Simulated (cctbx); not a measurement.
# A disordered crystal of nominal Ho3Cu2Sn2Ge2

Cell a = 10.9700 Å, b = 4.2540 Å, c = 8.1150 Å, α = 90.00°, β = 108.06°, γ = 90.00°; space group C2/m (no. 12); nominal formula Ho3Cu2Sn2Ge2.

Simulated single-crystal data (cctbx): Ag Kα, λ = 0.56087 Å, to d = 0.75 Å, 50 % of the full sphere, strongest reflection 40000 counts, noise from counting, a 1.5 % proportional error and a noise floor of 2 counts (s.d.); no absorption, and some extinction, which the refinements don't model.

With every site full:

```text
Rint 0.014, 464 unique reflections to 0.75 A
cycle     R1     wR2    GooF  max shift (A)
   1  0.2557  0.5591  23.490   0.00940
   2  0.0781  0.2213   9.296   0.00016
final R1 0.0781 wR2 0.2213 GooF 9.296  parameters 28  data/parameter 16.6
atom        x        y        z      Ueq    occ   su(xyz)  su(Uiso or U11)
Ho1    0.00000  0.00000  0.00000  -0.0003  1.000  0.00000  0.0011  NPD
Ho2    0.87540  0.50000  0.31229   0.0080  1.000  0.00027  0.0010
Sn1    0.71132  0.00000  0.08125   0.0002  1.000  0.00035  0.0012  NPD
Ge1    0.59912  0.50000  0.40130  -0.0001  1.000  0.00053  0.0017  NPD
Cu2    0.80567  0.50000  0.62432  -0.0177  1.000  0.00039  0.0012  NPD
difference map: max 16.82 min -5.16 rms 1.60
Q1    0.2117  0.5000  0.3750    4   16.96  0.19 A from Cu2
Q2    0.2158  0.5000  0.0953    4   11.13  0.11 A from Sn1
Q3    0.0000  0.0000  0.0000    2    5.50  0.00 A from Ho1
Q4    0.1314  0.0000  0.4064    4    3.72  0.34 A from Ge1
Q5    0.1028  0.0000  0.5738    4    3.11  1.39 A from Ge1
Q6    0.2174  0.0000  0.0404    4    2.85  1.44 A from Sn1
```

With the occupancies of the suspect sites free, each still typed as its main element:

```text
Rint 0.014, 464 unique reflections to 0.75 A
cycle     R1     wR2    GooF  max shift (A)
   1  0.2132  0.4919  20.710   0.00676
  10  0.0124  0.0274   1.152   0.00001
final R1 0.0123 wR2 0.0273 GooF 1.150  parameters 30  data/parameter 15.5
atom        x        y        z      Ueq    occ   su(xyz)  su(Uiso or U11)
Ho1    0.00000  0.00000  0.00000   0.0040  1.000  0.00000  0.0002
Ho2    0.87512  0.50000  0.31227   0.0041  0.832  0.00003  0.0001
Sn1    0.71149  0.00000  0.08168   0.0035  1.000  0.00004  0.0002
Ge1    0.60002  0.50000  0.40189   0.0049  1.000  0.00007  0.0002
Cu2    0.80538  0.50000  0.62464  -0.0003  1.387  0.00005  0.0002  NPD
su of occupancy Ho2: 0.002
su of occupancy Cu2: 0.004
difference map: max 0.86 min -1.32 rms 0.24
Q1    0.0477  0.2547  0.2627    8    0.87  1.54 A from Ge1
Q2    0.0974  0.5000  0.1513    4    0.80  1.52 A from Sn1
Q3    0.2092  0.0000  0.7144    4    0.76  1.46 A from Cu2
Q4    0.1531  0.0000  0.2882    4    0.71  1.23 A from Ge1
Q5    0.0914  0.1497  0.5069    8    0.69  1.09 A from Ge1
Q6    0.2399  0.2814  0.6215    8    0.66  1.39 A from Cu2
```

**Question.** What is the disorder?

X-rays count electrons. Ho2 refines to 0.832(0.002), or 55.7 electrons; the site truly holds 0.7 Ho and 0.3 Cu, 55.6 electrons, which is 0.830 of Ho; Cu2 refines to 1.387(0.004), or 40.2 electrons; the site truly holds 0.7 Cu and 0.3 Ho, 40.4 electrons, which is 1.393 of Cu. A value under 1 can't tell vacancies from a lighter guest, and one over 1 needs a heavier guest; chemistry or a second radiation must settle which. Occupancy correlates with U and the scale, and the two elements' form factors differ in shape, so the match is approximate.

Freeing them takes R1 from 0.0781 to 0.0123 and GooF from 9.30 to 1.15.

The model is made up (kin elements in a known structure type, no relaxation), so it says nothing on whether the phase exists.

[Middle refinement cycles are left out of these outputs.]

[Logs are printed without paths, hosts, clocks, repeated set-up lines and the standing remarks that a program may print on its own settings, such as how far it seeks lower states.]
